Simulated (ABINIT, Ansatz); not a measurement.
## How the form of the self-energy moves the gap of KNaMg2F6 (P4/mmm)

Wanted: the gap of KNaMg2F6 (P4/mmm) under several approximations, with cost.

Method: LDA and many-body steps on it, plane waves, in ABINIT 10.8.3.

Most raw output is cut from this account.

## Step 1: The structure

It takes space group P4/mmm (No. 123, tetragonal). The conventional cell has a = 4.008 Å, b = 4.008 Å, c = 7.995 Å, α = 90.00°, β = 90.00°, γ = 90.00°. Nearest to K lie 12 F at 2.83 to 2.87 Å. Nearest to Na lie 12 F at 2.79 to 2.83 Å. Mg has 6 F at 1.97 to 2.03 Å nearest. Nearest to F lie 2 Mg at 2.00 Å and 2 Na at 2.79 Å and 2 K at 2.87 Å. Nearest to F lie 2 Mg at 1.97 Å and 4 Na at 2.83 Å. Nearest to F lie 2 Mg at 2.03 Å and 4 K at 2.83 Å. Farther neighbours and most contacts between anions are not listed.

The cell and positions are those that the Materials Project relaxed with its own functionals (PBE, PBE+U or r2SCAN), kept fixed.

## Step 2: Empty states on the mesh, 2×2×1 mesh, 272 bands

This step: ABINIT 10.8.3; DFT, LDA, plane waves, norm-conserving pseudopotentials.

The sums over transitions need many empty states on a uniform mesh; this step solves for them.

run.abi reads:

```
acell 3*1.0 Angstrom
rprim 
  4.007581000000 0.000000000000 0.000000000000
  0.000000000000 4.007581000000 0.000000000000
  0.000000000000 0.000000000000 7.994870000000
ntypat 4
znucl 19 11 12 9
natom 10
typat 1 2 3 3 4 4 4 4 4 4
xred 
  0.500000000000 0.500000000000 0.500000000000
  0.500000000000 0.500000000000 0.000000000000
  0.000000000000 0.000000000000 0.246633000000
  0.000000000000 0.000000000000 0.753367000000
  0.500000000000 0.000000000000 0.243520000000
  0.500000000000 0.000000000000 0.756480000000
  0.000000000000 0.500000000000 0.756480000000
  0.000000000000 0.500000000000 0.243520000000
  0.000000000000 0.000000000000 0.000000000000
  0.000000000000 0.000000000000 0.500000000000
pp_dirpath "pseudos"
pseudos "K.upf, Na.upf, Mg.upf, F.upf"
ecut 38
ngkpt 2 2 1
nshiftk 1
shiftk 0 0 0
kptopt 1
chksymbreak 0
iscf -2
irdden 1
istwfk *1
nband 272
nbdbuf 24
tolwfr 1e-09
nstep 60
prtvol 0
indata_prefix "in"
outdata_prefix "out"
tmpdata_prefix "tmp"
```

On the command line:

```console
OMP_NUM_THREADS=1 mpirun -n 3 abinit run.abi > log
```

Elapsed: 2.1 min, on 3 MPI ranks of AMD EPYC 9R45, shared host; peak memory 0.4 GiB.

This step gave:

```yaml
gap: 6.084 eV
k_of_the_valence_top: 0.5, 0.5, 0
k_of_the_conduction_bottom: 0, 0, 0
least_direct_gap: 6.484 eV
k_points_computed: 3
lowest_point_of_the_top_converged_band_above_the_valence_top: 76.4975 eV
```

On this mesh the gap is 6.084 eV.

The density comes from a self-consistent run that is not shown.

## Step 3: Screening, 2×2×1 mesh, 125 bands, screening to 114.3 eV

The RPA dielectric matrix is built and inverted for each q.

This step: RPA screening on LDA, plane waves, norm-conserving pseudopotentials.

Changes to run.abi since step 2:

```diff
@@ -28,10 +28,11 @@
 chksymbreak 0
-iscf -2
-irdden 1
 istwfk *1
-nband 272
-nbdbuf 24
-tolwfr 1e-09
-nstep 60
-prtvol 0
+occopt 1
+irdwfk 1
+optdriver 3
+nband 125
+ecuteps 4.2
+inclvkb 2
+awtr 1
+symchi 1
 indata_prefix "in"
```

On the command line:

```console
OMP_NUM_THREADS=1 mpirun -n 4 abinit run.abi > log
```

Wall time 20 s (4 MPI ranks); peak memory 1.3 GiB.

Numbers from this step:

- ε∞ with local fields, on this mesh, along the program's q direction: 1.986
- the same without local fields: 2.098
- plasma frequency: 29.31 eV
- plane waves in the screening matrix: 353

Local fields lower ε∞ by 5 %. On a Γ-centred mesh this coarse the value itself is usually too large, while a short band sum pulls it down.

## Step 4: G0W0, Godby-Needs plasmon pole

The self-energy is evaluated for the states that the input lists, and the levels follow from it, in one-shot runs by the linearised quasiparticle equation.

This step: G0W0 on LDA, plane waves, norm-conserving pseudopotentials.

Changes to run.abi since step 3:

```diff
@@ -31,8 +31,17 @@
 irdwfk 1
-optdriver 3
+optdriver 4
 nband 125
+gwcalctyp 0
+ecutsigx 38
+symsigma 1
+nkptgw 2
+kptgw 
+  0.5000000000 0.5000000000 0.0000000000
+  0.0000000000 0.0000000000 0.0000000000
+bdgw 
+  39 42
+  38 42
 ecuteps 4.2
-inclvkb 2
-awtr 1
-symchi 1
+irdscr 1
+ppmodel 1
 indata_prefix "in"
```

The job ended after 8 s (4 MPI ranks; peak memory 0.92 GiB).

This step gave:

```
G0W0 gap on the points computed              : 10.62 eV
starting gap on the mesh                     : 6.084 eV
k of the valence top                         : 0.5, 0.5, 0
k of the conduction bottom                   : 0, 0, 0
Z at the valence top                         : 0.821
Z at the conduction bottom                   : 0.896
least direct G0W0 gap on the computed points : 11.05 eV
```

The gap on the mesh goes from 6.08 eV to 10.62 eV, a correction of +4.54 eV.

## Step 5: G0W0, Hybertsen-Louie plasmon pole

Changes to run.abi since step 4:

```diff
@@ -45,3 +45,3 @@
 irdscr 1
-ppmodel 1
+ppmodel 2
 indata_prefix "in"
```

The job ended after 8 s (4 MPI ranks; peak memory 0.91 GiB).

Numbers from this step:

```
G0W0 gap on the points computed              : 11.18 eV
starting gap on the mesh                     : 6.084 eV
k of the valence top                         : 0.5, 0.5, 0
k of the conduction bottom                   : 0, 0, 0
Z at the valence top                         : 0.9
Z at the conduction bottom                   : 0.932
least direct G0W0 gap on the computed points : 11.58 eV
```

Against G0W0 in ABINIT (2×2×1 mesh, 125 bands, screening to 114.3 eV, Godby-Needs plasmon pole), the gap moves by +0.553 eV.

## Step 6: G0W0, von der Linden-Horsch plasmon pole

Changes to run.abi since step 5:

```diff
@@ -45,3 +45,3 @@
 irdscr 1
-ppmodel 2
+ppmodel 3
 indata_prefix "in"
```

Wall time 5.9 s (4 MPI ranks); peak memory 0.28 GiB.

This step gave:

```
G0W0 gap on the points computed              : 10.85 eV
starting gap on the mesh                     : 6.084 eV
k of the valence top                         : 0.5, 0.5, 0
k of the conduction bottom                   : 0, 0, 0
least direct G0W0 gap on the computed points : 11.28 eV
```

Against G0W0 in ABINIT (2×2×1 mesh, 125 bands, screening to 114.3 eV, Godby-Needs plasmon pole), the gap moves by +0.222 eV.

## Step 7: One-shot Hartree-Fock

This step: one-shot Hartree-Fock on LDA, plane waves, norm-conserving pseudopotentials.

Changes to run.abi since step 6:

```diff
@@ -32,4 +32,4 @@
 optdriver 4
-nband 125
-gwcalctyp 0
+nband 44
+gwcalctyp 5
 ecutsigx 38
@@ -43,5 +43,4 @@
   38 42
-ecuteps 4.2
-irdscr 1
-ppmodel 3
+ixc_sigma 40
+fftgw 31
 indata_prefix "in"
```

Wall time 4.2 s (4 MPI ranks); peak memory 0.25 GiB; 16 s of CPU time.

Numbers from this step:

```yaml
quasiparticle_gap_on_the_points_computed: 19.01 eV
starting_gap_on_the_mesh: 6.084 eV
k_of_the_valence_top: 0.5, 0.5, 0
k_of_the_conduction_bottom: 0, 0, 0
least_direct_quasiparticle_gap_on_the_computed_points: 19.35 eV
```

Against G0W0 in ABINIT (2×2×1 mesh, 125 bands, screening to 114.3 eV, Godby-Needs plasmon pole), the gap moves by +8.390 eV.

## Step 8: Screening, 2×2×1 mesh, 125 bands, screening to 114.3 eV

This step: RPA screening on LDA, plane waves, norm-conserving pseudopotentials.

Changes to run.abi since step 7:

```diff
@@ -31,16 +31,14 @@
 irdwfk 1
-optdriver 4
-nband 44
-gwcalctyp 5
-ecutsigx 38
-symsigma 1
-nkptgw 2
-kptgw 
-  0.5000000000 0.5000000000 0.0000000000
-  0.0000000000 0.0000000000 0.0000000000
-bdgw 
-  39 42
-  38 42
-ixc_sigma 40
-fftgw 31
+optdriver 3
+nband 125
+ecuteps 4.2
+inclvkb 2
+awtr 1
+symchi 1
+gwcalctyp 2
+nfreqre 16
+freqremax 40 eV
+nfreqim 8
+spmeth 1
+nomegasf 120
 indata_prefix "in"
```

The job ended after 23 s (4 MPI ranks; peak memory 2.2 GiB).

Numbers from this step:

```yaml
eps_infinity_with_local_fields_on_this_mesh_along_the_program_s_q_direction: 1.998
the_same_without_local_fields: 2.111
plasma_frequency: 29.31 eV
plane_waves_in_the_screening_matrix: 353
```

## Step 9: G0W0, contour deformation

This step: G0W0 on LDA, plane waves, norm-conserving pseudopotentials.

Changes to run.abi since step 8:

```diff
@@ -31,14 +31,16 @@
 irdwfk 1
-optdriver 3
+optdriver 4
 nband 125
+gwcalctyp 2
+ecutsigx 38
+symsigma 1
+nkptgw 2
+kptgw 
+  0.5000000000 0.5000000000 0.0000000000
+  0.0000000000 0.0000000000 0.0000000000
+bdgw 
+  39 42
+  38 42
 ecuteps 4.2
-inclvkb 2
-awtr 1
-symchi 1
-gwcalctyp 2
-nfreqre 16
-freqremax 40 eV
-nfreqim 8
-spmeth 1
-nomegasf 120
+irdscr 1
 indata_prefix "in"
```

Elapsed: 7 s, on 4 MPI ranks; peak memory 1.3 GiB.

Numbers from this step:

| Item | Value |
| --- | --- |
| G0W0 gap on the points computed | 10.59 eV |
| starting gap on the mesh | 6.084 eV |
| k of the valence top | 0.5, 0.5, 0 |
| k of the conduction bottom | 0, 0, 0 |
| least direct G0W0 gap on the computed points | 11.01 eV |

Against G0W0 in ABINIT (2×2×1 mesh, 125 bands, screening to 114.3 eV, Godby-Needs plasmon pole), the gap moves by −0.038 eV.

## Step 10: The runs together

Times are wall times on 4 MPI ranks of AMD EPYC 9R45, shared host, good to a factor of about two. A run's time includes the screening step that it read.

| run | mesh | bands | screening cutoff (eV) | DFT gap (eV) | gap on the mesh (eV) | direct (eV) | ε∞ used | time |
| --- | --- | --- | --- | --- | --- | --- | --- | --- |
| G0W0, Godby-Needs plasmon pole | 2×2×1 | 125 | 114.3 | 6.084 | 10.624 | 11.047 | 1.99 | 28 s |
| G0W0, Hybertsen-Louie plasmon pole | 2×2×1 | 125 | 114.3 | 6.084 | 11.177 | 11.578 | 1.99 | 28 s |
| G0W0, von der Linden-Horsch plasmon pole | 2×2×1 | 125 | 114.3 | 6.084 | 10.846 | 11.280 | 1.99 | 26 s |
| one-shot Hartree-Fock | 2×2×1 | - | - | 6.084 | 19.014 | 19.349 | - | 4.2 s |
| G0W0, contour deformation | 2×2×1 | 125 | 114.3 | 6.084 | 10.586 | 11.006 | 2.00 | 30 s |

## Step 11: Summary of results

| Item | Value |
| --- | --- |
| G0W0, Godby-Needs plasmon pole | 10.624 eV |
| G0W0, Hybertsen-Louie plasmon pole | 11.177 eV |
| G0W0, von der Linden-Horsch plasmon pole | 10.846 eV |
| one-shot Hartree-Fock | 19.014 eV |
| G0W0, contour deformation | 10.586 eV |
| known limits | not at the basis limit; coarse k mesh |

What this shows: G0W0, Hybertsen-Louie plasmon pole: +0.553 eV against G0W0, Godby-Needs plasmon pole. G0W0, von der Linden-Horsch plasmon pole: +0.222 eV against G0W0, Godby-Needs plasmon pole. One-shot Hartree-Fock: +8.390 eV against G0W0, Godby-Needs plasmon pole. G0W0, contour deformation: −0.038 eV against G0W0, Godby-Needs plasmon pole. Bare exchange alone opens the gap to 19.01 eV; against G0W0, correlation takes back 8.39 eV. Bands and cutoff are finite, so the gap is not at the basis limit. The miss can reach some tenths of an eV and take either sign; the mesh is an error of its own. In the G0W0 runs levels were corrected at 2 k points alone, so a gap called «on the mesh» is the least over those, and an edge elsewhere would be missed. The 2×2×1 mesh is coarse for this cell, which bears on the long-range parts of exchange and screening.

[Paths, hosts, dates, memory and timing lines, banners, echoed tables and standing remarks are left out of the program output.]

[Logs are printed without paths, hosts, clocks, repeated set-up lines and the standing remarks that a program may print on its own settings, such as how far it seeks lower states.]

[Runs of the session that timed out or met a known fault of the program may be left out.]

[Hosts, paths, dates, database ids (printed as entryN), source tags and the programs' standing remarks are cut or masked in the printed files.]

[G0W0 gaps are taken among the corrected bands and points alone; a level outside them can change the order at an edge.]

[Where Ansatz stands beside ABINIT at settings called matched, ABINIT's density can come from a denser mesh and the files from another edition; pairs whose starting gaps differed by over 0.03 eV were left out, so agreement reads better than it is.]
